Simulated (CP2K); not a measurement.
Consider hydroxyacetaldehyde at its PBE geometry (Å).

```xyz
8

O    -1.9116    0.4439   -0.3756
C    -1.0001   -0.1865    0.1331
C     0.4132    0.3437    0.2759
O     1.3093   -0.5696   -0.3767
H    -1.1400   -1.2438    0.4687
H     0.7072    0.3558    1.3362
H     0.4755    1.3659   -0.1276
H     1.1465   -0.5095   -1.3341
```

Method: CP2K XAS_TDP, all-electron GAPW, PBEh(45%), aug-cc-pVDZ, TDA, GW2X-corrected core level, no relativity.

Where do the O K-edge lines lie, and how strong are they?

Leading lines: O1 531.35 eV and O4 535.25 eV. The leading line of an atom is its first one with 35 % of the strongest within 2.5 eV of its lowest line over the strength cut. Core ionisation energies at this level: O1 538.61 and O4 539.31 eV.

The first six lines of each atom with a strength over 0.0015:

```csv
atom,energy (eV),states,"strength, one atom",above the computed threshold
O1 (bonded to C),531.35,1,0.0469,
,538.55,1,0.0033,
,539.17,1,0.0034,yes
,540.05,1,0.0022,yes
,540.69,1,0.0070,yes
,540.95,1,0.0033,yes
O4 (bonded to C and H),535.25,1,0.0142,
,536.37,1,0.0244,
,537.95,1,0.0037,
,538.18,1,0.0071,
,538.34,1,0.0070,
,539.00,1,0.0078,
```

Lines are vertical, at one geometry, with no vibrational structure. GW2X ionisation energies and lines can be off by 1 to 2 eV either way, and a good line position may hide errors that cancel. These values hold no scalar relativity, about 0.4 eV for O 1s. Rydberg lines, and the discretised continuum above threshold, depend on the basis and the box.

[Banner, clock and machine lines of the logs are left out without a mark of their own.]

[Logs are printed without paths, hosts, clocks, repeated set-up lines and the standing remarks that a program may print on its own settings, such as how far it seeks lower states.]

[Hosts, paths, dates, database ids (printed as entryN), source tags and the programs' standing remarks are cut or masked in the printed files.]
